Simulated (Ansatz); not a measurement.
# H-GaAs-H chair monolayer in a perpendicular field

Wanted: the out-of-plane response of the H-GaAs-H chair monolayer. A positive field points along +c.

Program: Ansatz 0.2.0. Level of theory: plane-wave DFT, PBE-D3(BJ), Ansatz PAW (set soft_1); PAW set soft_1. Results are calculated unless marked as measured.

### Step 1. The starting structure

The cell holds 4 atoms: 2 H, 1 As and 1 Ga. Its edges and angles: a = 3.977 Å, b = 3.977 Å, c = 38.633 Å, α = 90.0°, β = 90.0°, γ = 120.0°. Vacuum lies along c.

### Step 2. Relaxation

The starting cell is a guess, so the in-plane lattice and the atoms are relaxed first, with the slab cut off from its images along the normal.

The input, input.yaml:

```yaml
crystal:
  lattice:
    - [3.9765, 0.0, 0.0]
    - [-1.98825, 3.4437500181, 0.0]
    - [0.0, 0.0, 38.6333333315]
  atoms:
    - { symbol: H, position: [0.6666666667, 0.3333333333, 0.4503882658] }
    - { symbol: As, position: [0.6666666667, 0.3333333333, 0.4892148404] }
    - { symbol: Ga, position: [0.3333333333, 0.6666666667, 0.5100086281] }
    - { symbol: H, position: [0.3333333333, 0.6666666667, 0.5496117342] }
  periodic: [true, true, false]
kpoints:
  mp_grid: { grid: [12, 12, 1] }
hamiltonian:
  xc: pbe
  dispersion: d3bj
  pseudopotentials: { kind: paw, azcp: { folder: soft_1 } }
scf:
  occupations: { method: fermi_dirac, width: 0.05 }
  convergence: { dr2_threshold: 1.0e-09 }
relax:
  f_tol: 0.004
  max_steps: 90
  cell: {}
output:
  write_potential: true
  write_density: true
  volumetric_format: npy
```

On the command line:

```sh
> ansatz run input.yaml --threads 2 --pin off --max-ram 3072MiB --backend cpu --events-out ev --progress --plain --runs-dir out
```

Numbers of over 12 decimals in the logs are rounded to 6 here.

The program printed:

```text
Warning: relax.cell: scf.convergence.dr2_threshold = 1e-9 eV is looser than the 2.09028886762e-10 eV advised for a relaxation that steers and ends on the stress (1e-10 eV for each atom of the cell: 4, times the square of relax.cell.stress_2d_tol = 0.05 N/m over 13.8 Å (the atoms' height at the walk's start and 5 Å past either face), 3.614e-2 GPa, over a crystal's default 0.05). What an SCF threshold leaves in a stress goes as its square root, and in the free energy as the threshold itself, and one threshold admits the most on a small cell: [figures from the program's tests cut] Set scf.convergence.dr2_threshold to 2.09028886762e-10 eV or tighter. [rest of the remark cut]
Engine: ansatz 0.2.0, aarch64-unknown-linux-gnu
Pseudopotentials: kind: paw
Pseudopotential: H, paw, valence charge 1, recommended cutoff 420 eV (normal), soft_1/H.paw.azcp
Pseudopotential: As, paw, valence charge 15, recommended cutoff 420 eV (normal), soft_1/As.paw.azcp
Pseudopotential: Ga, paw, valence charge 13, recommended cutoff 420 eV (normal), soft_1/Ga.paw.azcp
Functional definition: PBE
  parameter kappa = 0.804
  parameter beta = 0.066725
  exchange = pbe_x(kappa = kappa, mu = beta*pi^2/3)
  correlation = pbe_c(beta = beta)
Crystal: 4 atoms, lattice volume = 529.048 Å³
Basis set: ecut = 420 eV, 10473 PW (Γ), exchange–correlation on 54×54×540 points (8 copies of the dense FFT grid, shifted against one another)
Bands: 19, of which v1, the nominal top of the filled ones, is band 15 counted from 1 (14 counted from 0)
Symmetry: 6 space group operations
Space group: P3m1 (ITA 156), of the structure as read, at distance tolerance 8.1e-5 Å
k-points: 19 of 144 (time reversal used)
Non-local potential: H, projectors of the file, l = 0: 2, l = 1: 1
Non-local potential: As, projectors of the file, l = 0: 2, l = 1: 2, l = 2: 3, l = 3: 1
Non-local potential: Ga, projectors of the file, l = 0: 2, l = 1: 2, l = 2: 3, l = 3: 1
PAW form: soft (Blöchl's): semilocal exchange-correlation on the pseudo side does not see the compensation charge
PAW one-centre angular grid: H, 110 points (default); XC on 64 Gauss nodes
PAW one-centre angular grid: As, 590 points (default); XC on 64 Gauss nodes
PAW one-centre angular grid: Ga, 590 points (default); XC on 64 Gauss nodes
Initial density: superposition of atomic densities (neutral atoms: chi_scale 0, normalization atom)
Initial wavefunctions: pseudopotential atomic-orbital guess
Functional: x = pbe(κ = 0.804, μ = 0.219515), c = pbe(β = 0.066725)
SCF iter   1: F=—  HF=-8671.925371 eV  |F-HF|=—  |Δ(HF+E_count)|=         —  Δρ=2.04e-2  dr2=2.06e0  ethr=3.10e-3  ⟨swp⟩=9.1  Hψ=2407  notcnv=0
preconditioner: auto → Resta (q_TF=auto, 1.691 Å⁻¹)  ε∞=1.3  [insulator: Δε(μ)=2.196 eV  Ē_g=14.115 eV  σ=0.050 eV  W_gap=1.00  n_scr=20 (ndim 8)  ℏωp=7.2 eV  f_vac=0.828  D(μ)=0.00/eV (n_scr^D=0)  ε∞_Penn≈1.3  vacuum switching on, ρ_ref=1.4e-2 e/Å³]
SCF iter   2: F=—  HF=-8671.402091 eV  |F-HF|=—  |Δ(HF+E_count)|=   5.23e-1  Δρ=8.73e-3  dr2=3.99e-1  ethr=3.10e-3  ⟨swp⟩=4.4  Hψ=891  notcnv=0
SCF iter   3: F=—  HF=-8671.384334 eV  |F-HF|=—  |Δ(HF+E_count)|=   1.78e-2  Δρ=3.59e-3  dr2=3.82e-1  ethr=1.33e-3  ⟨swp⟩=5.7  Hψ=1145  notcnv=0
SCF iter   4: F=—  HF=-8671.309792 eV  |F-HF|=—  |Δ(HF+E_count)|=   7.45e-2  Δρ=9.48e-4  dr2=8.54e-3  ethr=1.27e-3  ⟨swp⟩=4.3  Hψ=907  notcnv=0
SCF iter   5: F=—  HF=-8671.309402 eV  |F-HF|=—  |Δ(HF+E_count)|=   3.90e-4  Δρ=6.09e-4  dr2=7.93e-4  ethr=2.85e-5  ⟨swp⟩=2.7  Hψ=686  notcnv=0
SCF iter   6: F=—  HF=-8671.309501 eV  |F-HF|=—  |Δ(HF+E_count)|=   9.90e-5  Δρ=1.74e-4  dr2=6.43e-5  ethr=2.64e-6  ⟨swp⟩=2.2  Hψ=590  notcnv=0
SCF iter   7: F=—  HF=-8671.309545 eV  |F-HF|=—  |Δ(HF+E_count)|=   4.45e-5  Δρ=3.24e-5  dr2=5.35e-6  ethr=2.14e-7  ⟨swp⟩=3.2  Hψ=730  notcnv=0
SCF iter   8: F=—  HF=-8671.309546 eV  |F-HF|=—  |Δ(HF+E_count)|=   4.23e-7  Δρ=7.12e-6  dr2=2.44e-7  ethr=1.78e-8  ⟨swp⟩=2.3  Hψ=663  notcnv=0
SCF iter   9: F=—  HF=-8671.309548 eV  |F-HF|=—  |Δ(HF+E_count)|=   2.48e-6  Δρ=2.28e-6  dr2=2.56e-8  ethr=8.13e-10  ⟨swp⟩=2.9  Hψ=696  notcnv=0
SCF iter  10: F=—  HF=-8671.309548 eV  |F-HF|=—  |Δ(HF+E_count)|=   3.24e-8  Δρ=5.94e-7  dr2=1.53e-9  ethr=8.52e-11  ⟨swp⟩=2.6  Hψ=538  notcnv=0
SCF iter  11: F=-8671.309548 eV  HF=-8671.309548 eV  |F-HF|=2.73e-11  |Δ(HF+E_count)|=   4.79e-9  Δρ=1.03e-7  dr2=5.12e-11  ethr=3.33e-12  ⟨swp⟩=9.5  Hψ=2256  notcnv=0
SCF 1 converged in 11 iterations: F = -8671.309548 eV  dr2 = 5.12e-11
  greatest PAW one-centre occupation: 0.999 electrons in one spin orbital (limit 2), on the As atom at site 1 (counted from 0), in its partial waves of l = 2
relax step   1: F+E_penalty+E_count = -8671.30954809 eV  Δ(F+E_penalty+E_count) = +0.000e0 eV  max|allowed force component| = 4.160e-1 eV/Å  Δτ_max = 0.0000 Å  P = +1.072 N/m  Ω = 529.048 Å³  fix = [c, alpha, beta]  reactions: c +0.000 N/m  (11 SCF iters, accepted)
Crystal: 4 atoms, lattice volume = 536.289 Å³
Basis set: ecut = 420 eV, 10545 PW (Γ), exchange–correlation on 54×54×540 points (8 copies of the dense FFT grid, shifted against one another)
Initial density: handed on by an earlier stage of this run
Initial wavefunctions: those handed on with the density
iter 1 solved again at ethr=1.25e-5 eV; its pass at ethr=3.10e-3 eV (dr2=3.74e-3 eV) is discarded
SCF iter   1: F=—  HF=-8671.328218 eV  |F-HF|=—  |Δ(HF+E_count)|=         —  Δρ=8.43e-4  dr2=3.66e-3  ethr=1.25e-5  ⟨swp⟩=2.1  Hψ=2386  notcnv=0
preconditioner: auto → Resta (q_TF=auto, 1.687 Å⁻¹)  ε∞=1.3  [insulator: Δε(μ)=1.887 eV  Ē_g=13.907 eV  σ=0.050 eV  W_gap=1.00  n_scr=20 (ndim 8)  ℏωp=7.2 eV  f_vac=0.847  D(μ)=0.00/eV (n_scr^D=0)  ε∞_Penn≈1.3  vacuum switching on, ρ_ref=1.4e-2 e/Å³]
SCF iter   2: F=—  HF=-8671.327452 eV  |F-HF|=—  |Δ(HF+E_count)|=   7.66e-4  Δρ=3.60e-4  dr2=8.66e-4  ethr=1.22e-5  ⟨swp⟩=2.4  Hψ=479  notcnv=0
SCF iter   3: F=—  HF=-8671.327446 eV  |F-HF|=—  |Δ(HF+E_count)|=   6.58e-6  Δρ=2.02e-4  dr2=7.52e-4  ethr=2.89e-6  ⟨swp⟩=3.2  Hψ=591  notcnv=0
SCF iter   4: F=—  HF=-8671.327320 eV  |F-HF|=—  |Δ(HF+E_count)|=   1.25e-4  Δρ=5.36e-5  dr2=7.56e-6  ethr=2.51e-6  ⟨swp⟩=2.1  Hψ=415  notcnv=0
SCF iter   5: F=—  HF=-8671.327328 eV  |F-HF|=—  |Δ(HF+E_count)|=   7.59e-6  Δρ=1.49e-5  dr2=7.51e-7  ethr=2.52e-8  ⟨swp⟩=3.2  Hψ=752  notcnv=0
SCF iter   6: F=—  HF=-8671.327330 eV  |F-HF|=—  |Δ(HF+E_count)|=   2.29e-6  Δρ=2.97e-6  dr2=3.14e-8  ethr=2.50e-9  ⟨swp⟩=2.4  Hψ=621  notcnv=0
SCF iter   7: F=—  HF=-8671.327330 eV  |F-HF|=—  |Δ(HF+E_count)|=   2.05e-8  Δρ=1.12e-6  dr2=5.52e-9  ethr=1.05e-10  ⟨swp⟩=2.8  Hψ=638  notcnv=0
[...]
relax step   3: F+E_penalty+E_count = -8671.33196734 eV  Δ(F+E_penalty+E_count) = -4.637e-3 eV  max|allowed force component| = 7.115e-2 eV/Å  Δτ_max = 0.0129 Å  P = +0.118 N/m  Ω = 545.644 Å³  energy of the carried Pulay correction = -9.154e-4 eV  fix = [c, alpha, beta]  reactions: c +0.000 N/m  (7 SCF iters, accepted)
[...]
relax step   4: F+E_penalty+E_count = -8671.33216157 eV  Δ(F+E_penalty+E_count) = -1.942e-4 eV  max|allowed force component| = 1.504e-2 eV/Å  Δτ_max = 0.0033 Å  P = -0.002 N/m  Ω = 547.083 Å³  energy of the carried Pulay correction = -9.934e-4 eV  fix = [c, alpha, beta]  reactions: c -0.000 N/m  (7 SCF iters, accepted)
[...]
relax step   5: F+E_penalty+E_count = -8671.33218011 eV  Δ(F+E_penalty+E_count) = -1.854e-5 eV  max|allowed force component| = 4.555e-3 eV/Å  Δτ_max = 0.0017 Å  P = +0.001 N/m  Ω = 547.235 Å³  energy of the carried Pulay correction = -1.002e-3 eV  fix = [c, alpha, beta]  reactions: c +0.000 N/m  (6 SCF iters, accepted)
[...]
relax step   6: F+E_penalty+E_count = -8671.33217924 eV  Δ(F+E_penalty+E_count) = +8.752e-7 eV  max|allowed force component| = 1.350e-4 eV/Å  Δτ_max = 0.0005 Å  P = +0.000 N/m  Ω = 547.279 Å³  energy of the carried Pulay correction = -1.004e-3 eV  fix = [c, alpha, beta]  reactions: c +0.000 N/m  (5 SCF iters, accepted)
Basis set: ecut = 420 eV, 10713 PW (Γ), exchange–correlation on 60×60×540 points (8 copies of the dense FFT grid, shifted against one another)
Initial wavefunctions: pseudopotential atomic-orbital guess (no wavefunctions were taken with the density)
iter 1 solved again at ethr=6.09e-7 eV; its pass at ethr=3.10e-3 eV (dr2=1.83e-4 eV) is discarded
SCF iter   1: F=—  HF=-8671.326700 eV  |F-HF|=—  |Δ(HF+E_count)|=         —  Δρ=1.32e-4  dr2=2.99e-6  ethr=6.09e-7  ⟨swp⟩=4.1  Hψ=3528  notcnv=0
preconditioner: auto → Resta (q_TF=auto, 1.682 Å⁻¹)  ε∞=1.3  [insulator: Δε(μ)=1.769 eV  Ē_g=13.869 eV  σ=0.050 eV  W_gap=1.00  n_scr=20 (ndim 8)  ℏωp=7.1 eV  f_vac=0.847  D(μ)=0.00/eV (n_scr^D=0)  ε∞_Penn≈1.3  vacuum switching on, ρ_ref=1.4e-2 e/Å³]
SCF iter   2: F=—  HF=-8671.330878 eV  |F-HF|=—  |Δ(HF+E_count)|=   4.18e-3  Δρ=6.69e-5  dr2=1.07e-6  ethr=9.97e-9  ⟨swp⟩=3.8  Hψ=885  notcnv=0
SCF iter   3: F=—  HF=-8671.332770 eV  |F-HF|=—  |Δ(HF+E_count)|=   1.89e-3  Δρ=2.41e-5  dr2=2.14e-7  ethr=3.55e-9  ⟨swp⟩=2.8  Hψ=620  notcnv=0
SCF iter   4: F=—  HF=-8671.333242 eV  |F-HF|=—  |Δ(HF+E_count)|=   4.73e-4  Δρ=3.84e-6  dr2=2.11e-7  ethr=7.12e-10  ⟨swp⟩=3.0  Hψ=644  notcnv=0
SCF iter   5: F=—  HF=-8671.333258 eV  |F-HF|=—  |Δ(HF+E_count)|=   1.58e-5  Δρ=1.22e-6  dr2=2.37e-8  ethr=7.04e-10  ⟨swp⟩=2.2  Hψ=467  notcnv=0
iter 6 met the thresholds in force, and the SCF goes on: an eigenvalue changes by 26.49 meV, over its tolerance of 1.15 meV (output.eigenvalues, Limitations)
SCF iter   6: F=-8671.333260 eV  HF=-8671.333259 eV  |F-HF|=1.26e-6  |Δ(HF+E_count)|=   7.23e-7  Δρ=5.47e-7  dr2=8.38e-10  ethr=3.33e-12  ⟨swp⟩=14.0  Hψ=3042  notcnv=0
iter 7 met the thresholds in force, and the SCF goes on: an eigenvalue changes by 8.58 meV, over its tolerance of 1.06 meV (output.eigenvalues, Limitations)
SCF iter   7: F=-8671.333260 eV  HF=-8671.333260 eV  |F-HF|=1.81e-7  |Δ(HF+E_count)|=   1.08e-6  Δρ=1.56e-7  dr2=9.97e-11  ethr=2.79e-12  ⟨swp⟩=8.9  Hψ=2328  notcnv=0
Mixer restart at iter 7: flushing history
SCF iter   8: F=-8671.333260 eV  HF=-8671.333260 eV  |F-HF|=9.09e-11  |Δ(HF+E_count)|=   1.81e-7  Δρ=9.78e-8  dr2=1.38e-10  ethr=1.00e-12  ⟨swp⟩=8.1  Hψ=2186  notcnv=0
SCF 7 converged in 8 iterations: F = -8671.333260 eV  dr2 = 1.38e-10
relax step   7: F+E_penalty+E_count = -8671.33326032 eV  Δ(F+E_penalty+E_count) = -1.081e-3 eV  max|allowed force component| = 6.045e-4 eV/Å  Δτ_max = 0.0000 Å  P = +0.006 N/m  Ω = 547.279 Å³  fix = [c, alpha, beta]  reactions: c +0.000 N/m  stress off target by 6.02e-3 N/m on what of the cell is left free  SCF on the basis re-selected at this cell (its energy is not comparable with the rows above)  (8 SCF iters)
basis re-selected at this cell: Δ(F+E_penalty+E_count) = -1.081e-3 eV, ΔP = +0.006 N/m vs the last step (what re-selecting the basis moved, of the pressure what is left beyond the Pulay correction that the steps carried, after the strain that the cell walked since its last selection, with what the two solves' SCF thresholds leave and, on support functions, any second-order correction that the steps lacked; it is no measure of the basis error at this ecutwfc). The dense FFT grid was sized anew with the basis: this SCF ran on 30×30×270 points, the steps before it on 27×27×270, so part of this shift can come from that change (see relax.cell in the input reference). [rest of the remark cut]
WARN: The output density's exchange-correlation potential varies sharply where the density is thin. Do not read a vacuum level from v_tot or v_xc, or from such a field of the output density. On a cell that repeats whose density bears no net charge and no dipole along the vacuum's axis use v_es (v_loc + v_h of the components); under efield.dipole_correction with no amplitude use v_es + v_field, which holds any externa [...]
SCF converged after 8 iterations
an eigenvalue changed by more than its tolerance at an iteration that met the thresholds in force, so the SCF went on 2 times, its first undamped step at iteration 7: the last check found none over its tolerance
Free energy (F): -8671.333260 eV
Harris-Foulkes:  -8671.333260 eV  (|F-HF|=9.09e-11)
Internal energy: -8671.333260 eV  (E = F + TS)
E sigma→0 (E₀):  -8671.333260 eV
Fermi energy:    -4.368113 eV
--- Per-component energies (eV) ---
  E_band       = -690.828627
  E_kinetic    = 234.707448
  E_local      = -54251.422746  (includes V_loc(G=0)·N_el)
  E_nonlocal   = -484.634389
  E_hartree    = 27241.619632
  E_xc         = -150.552850
  E_vxc        = -151.320284  (∫ρ·V_xc dr)
  E_paw        = -4006.426512  (= ΣΔE_a)
  E_vpaw       = -521.394961  (= ΣTr[D̂ρ^β])
  E_aug_tail   = -0.002123  (compensation charges beyond the density's cutoff)
  E_ewald      = 22745.737361
  E_disp       = -0.359082  (pairwise vdW)
  E_smearing   = -0.000000  (= −TS)
  E_closure    = -0.000000  (closes the sum)
  Σ components = -8671.333260   (vs F -8671.333260, Δ=0.00e0)
--- Forces (eV/Å), atoms counted from 1 ---
  atom   1  H     -0.00000000    -0.00000000     0.00060601
  atom   2  As    -0.00000000     0.00000000    -0.00045611
  atom   3  Ga     0.00000000     0.00000000     0.00005868
  atom   4  H     -0.00000000    -0.00000000    -0.00020255
  max |Σ_I F_I| component: 6.03e-6 eV/Å
--- 2D stress c σ (N/m, compression-positive) ---
        0.006019      -0.000000      -0.000000
       -0.000000       0.006019      -0.000000
       -0.000000      -0.000000       0.000000
  P = ½ c Tr σ = 0.0060 N/m
--- Band table (eV; the first three rows and the last of 19) ---
  k-point 0: bands = [... 11 lower, -11.0196, -7.4328, -5.2768, -5.2768, -3.5058, -1.5540, -0.5049, -0.2155]
  k-point 1: bands = [... 11 lower, -11.0019, -7.4706, -5.8973, -5.3987, -2.8921, -1.5208, -0.4252, -0.4100]
  k-point 2: bands = [... 11 lower, -10.9646, -7.6990, -6.7216, -5.6931, -2.2624, -1.3931, -0.3250, -0.1893]
  k-point 18: bands = [... 11 lower, -11.3505, -9.0553, -8.1813, -7.0908, -0.8339, -0.5271, 0.0239, 1.4383]
  the weakly bound empty levels are not read free of the cell's end (no_gap_told)
--- Relaxed structure (6 steps of the walk, 6 accepted, 1 SCFs on fresh bases) ---
  F+E_penalty+E_count = -8671.33326032 eV   max|allowed force component| = 6.045e-4 eV/Å   (the final SCF, on the basis selected at the relaxed cell)
  cell:  # Å, volume = 547.2789 Å³
    - [4.044436, 2.5141268045196463e-18, 0]
    - [-2.022218, 3.502584, 0]
    - [0, 0, 38.6333333315]
  atoms:
    - { symbol: H, position: [0.666667, 0.333333, 0.449939] }
    - { symbol: As, position: [0.666667, 0.333333, 0.489258] }
    - { symbol: Ga, position: [0.333333, 0.666667, 0.509827] }
    - { symbol: H, position: [0.333333, 0.666667, 0.550200] }
```

Run time: 66 s. Hardware: 2 threads of Arm Neoverse V1, shared host; peak memory 0.76 GiB.

Relaxation path:

| step | energy less that of the first step (eV) | largest force component (eV/Å) | volume (Å³) |
| --- | --- | --- | --- |
| 1 | 0.0000 | 0.4160 | 529.05 |
| 2 | -0.0178 | 0.1171 | 536.29 |
| 3 | -0.0224 | 0.0711 | 545.64 |
| 4 | -0.0226 | 0.0150 | 547.08 |
| 5 | -0.0226 | 0.0046 | 547.24 |
| 6 | -0.0226 | 0.0001 | 547.28 |
| 7* | -0.0237 | 0.0006 | 547.28 |

Relaxation steps marked * repeat the geometry before them on a plane-wave basis chosen anew for their cell, so energy and pressure can jump there.

The run keeps the 6 symmetry operations that it works with, so distortions that break them were not tested.

| cell as run | before | after | change |
| --- | --- | --- | --- |
| a (Å) | 3.977 | 4.044 | +1.7 % |
| b (Å) | 3.977 | 4.044 | +1.7 % |

The atoms that moved most (Å, along periodic axes as changes of fractional coordinates times the final cell, across vacuum about the mean position):

| atom | dx | dy | dz | length |
| --- | --- | --- | --- | --- |
| H4 | 0.000 | 0.000 | 0.023 | 0.023 |
| H1 | 0.000 | 0.000 | -0.017 | 0.017 |
| Ga3 | 0.000 | 0.000 | -0.007 | 0.007 |

Final coordinates:

```xyz
4
Lattice="4.0444 0.0000 0.0000 -2.0222 3.5026 0.0000 0.0000 0.0000 38.6333" Properties=species:S:1:pos:R:3
H     2.0222    1.1675   17.3826
As    2.0222    1.1675   18.9017
Ga    0.0000    2.3351   19.6963
H     0.0000    2.3351   21.2560
```

The lattice constant a goes from 3.977 to 4.044 Å.

(Part 1 of 2 ends here.)

[Logs are printed without paths, hosts, clocks, repeated set-up lines and the standing remarks that a program may print on its own settings, such as how far it seeks lower states.]

[Hosts, paths, dates, database ids (printed as entryN), source tags and the programs' standing remarks are cut or masked in the printed files.]

[Maps of the electrostatic potential energy from Ansatz leave out the sawtooth potential of an applied field or a dipole correction, so their vacuum need not be flat; planar profiles and work functions include it.]
